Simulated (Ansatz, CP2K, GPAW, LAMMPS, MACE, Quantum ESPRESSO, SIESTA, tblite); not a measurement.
**Other levels on La2O3 with crystalline order left by the classical run (95 atoms)**

Density of this cell: 5.71 g/cm³. The cell holds 95 atoms: 38 La and 57 O. Cell: a = 12.168 Å, b = 12.168 Å, c = 12.168 Å, α = 90.0°, β = 90.0°, γ = 90.0°. 95 atoms (38 Nd, 57 O) placed at random at 6.31 g/cm³, melted at 5000 K for 10 ps at fixed volume with the Morse and Coulomb pair potential with partial charges (Pedone, Malavasi, Menziani, Cormack and Segre, J. Phys. Chem. B 110, 11780 (2006)). Quenched from 5000 K to 300 K at 20 K/ps and fixed volume, held 5 ps, then minimised at fixed cell. Then Nd was replaced by La and the cell scaled by 1.023 (the potential has no terms for the new elements, so the cell is a start for a DFT relaxation).

Geometry: as built.

The reference, a calculation:

| Property | Result |
| --- | --- |
| method | Kohn-Sham DFT, PBE, PAW, plane waves (Ansatz 0.2.0); cutoff 420 eV, Γ point, fermi-dirac smearing of 0.05 eV; PAW set soft_2 |
| r.m.s. force component | 0.2629 eV/Å |
| longest force | 0.8497 eV/Å |
| pressure | 0.07016 GPa |
| gap (highest filled to lowest empty level) | 3.123 eV |
| SCF cycles | 11 |
| time | 24 s on 8 threads of Arm Neoverse V2, shared host |
| CPU time | 2.9 min |

**Question.** The same geometry is run in other programs. How far does each lie from the reference, and what does it cost?
- MACE MP-0b3 medium potential (MACE MP-0b3 medium; 1 thread)
- MACE MPA-0 medium potential (MACE MPA-0 medium; 1 thread)
- GPAW PBE, LCAO dzp, h 0.18 Å (GPAW 26.7.0; 1 thread)
- SIESTA PBE, SZP, shift 0.01 Ry, mesh 500 Ry (SIESTA 5.4.2; 2 MPI ranks)
- SIESTA PBE, DZP, shift 0.01 Ry, mesh 500 Ry (SIESTA 5.4.2; 4 MPI ranks)
- SIESTA PBE, DZ, shift 0.01 Ry, mesh 500 Ry (SIESTA 5.4.2; 2 MPI ranks)
- tblite IPEA1-xTB (tblite 0.8.0; 1 thread)
- MACE MP-0b2 small potential (MACE MP-0b2 small; 1 thread)
- QE PBE, sssp-1.3.0-efficiency, 60/480 Ry (Quantum ESPRESSO 7.5; 4 MPI ranks)
- GPAW PBE, LCAO dzp, h 0.22 Å (GPAW 26.7.0; 1 thread)

Differences are against the plane-wave reference, forces as r.m.s. over components; share is that over the reference's r.m.s. force, slope the least-squares factor from reference forces to these. Total energies of different programs have different zeros and aren't compared.

```csv
run,"Δ force, r.m.s. (meV/Å)",share (%),slope,Δ pressure (GPa),Δ gap (eV),cores,CPU time,memory (GiB)
reference,-,-,-,-,-,8,2.9 min,2.9
MACE MP-0b3 medium potential,58.1,22.1,0.886,-1.31,-,1,7.2 s,0.97
MACE MPA-0 medium potential,74.4,28.3,0.967,-0.822,-,1,7.3 s,0.97
"GPAW PBE, LCAO dzp, h 0.18 Å",92.0,35.0,0.970,-,0.0162,1,16 min,3.1
"SIESTA PBE, SZP, shift 0.01 Ry, mesh 500 Ry (coarse)",177,67.4,1.163,4.30,-0.388,2,8.8 min,3.5
"SIESTA PBE, DZP, shift 0.01 Ry, mesh 500 Ry",137,52.2,1.085,2.59,-0.133,4,12 min,4.4
"SIESTA PBE, DZ, shift 0.01 Ry, mesh 500 Ry (coarse)",143,54.6,1.221,-0.347,-0.121,2,6.2 min,3.0
tblite IPEA1-xTB,439,167,-0.170,0.145,-,1,20 s,0.14
MACE MP-0b2 small potential,56.9,21.7,0.929,-1.24,-,1,5.8 s,0.66
"QE PBE, sssp-1.3.0-efficiency, 60/480 Ry",11.7,4.45,1.003,0.289,-9.0e-4,4,83 min,13
"GPAW PBE, LCAO dzp, h 0.22 Å (coarse)",158,60.2,0.941,-,0.0137,1,10 min,2.0
```

Rows marked coarse were listed beforehand as settings not expected to be converged; some can still land near the reference.

Times of the machine-learned potentials are mostly Python's start and the loading of weights.

CPU time is summed over cores on a shared host, where runs went side by side, so it is rough. Symmetry, cutoffs, thresholds, outputs and thread counts weren't matched or tuned between programs; memory under MPI is the largest rank's times the ranks.

PBE on plane waves or a grid with other potentials, cutoffs or grids, coarse settings apart, differs from the reference by 4.5 % (QE PBE, sssp-1.3.0-efficiency, 60/480 Ry) of the r.m.s. force; this holds the reference's own error, so differences of a few per cent don't tell which side is nearer the exact PBE result (QE's 60 Ry are 816 eV, against the reference's 420 eV). The PBE runs in local orbitals, coarse settings apart, differ by 35 % (GPAW PBE, LCAO dzp, h 0.18 Å) to 52 % (SIESTA PBE, DZP, shift 0.01 Ry, mesh 500 Ry); basis, grid and potentials can all enter. Tight binding differs by 167 % (tblite IPEA1-xTB); it is another model, with fitted parameters of its own, and the xTB methods hold dispersion. Machine-learned potentials differ by 22 % (MACE MP-0b2 small potential) to 28 % (MACE MPA-0 medium potential); they were trained on other programs' data. Periodic xTB results under one method name differ between programs and library versions. Machine-learned potentials mimic data converged in k, so the reference's own k-point error enters their differences. The network of bonds at the start is that of the classical potential that made the cell, and needn't be the one that DFT or experiment would give. The electronic-structure runs sample only Γ, in a cell whose shortest periodic width is 12 Å.

[Logs are printed without paths, hosts, clocks, repeated set-up lines and the standing remarks that a program may print on its own settings, such as how far it seeks lower states.]

[Hosts, paths, dates, database ids (printed as entryN), source tags and the programs' standing remarks are cut or masked in the printed files.]
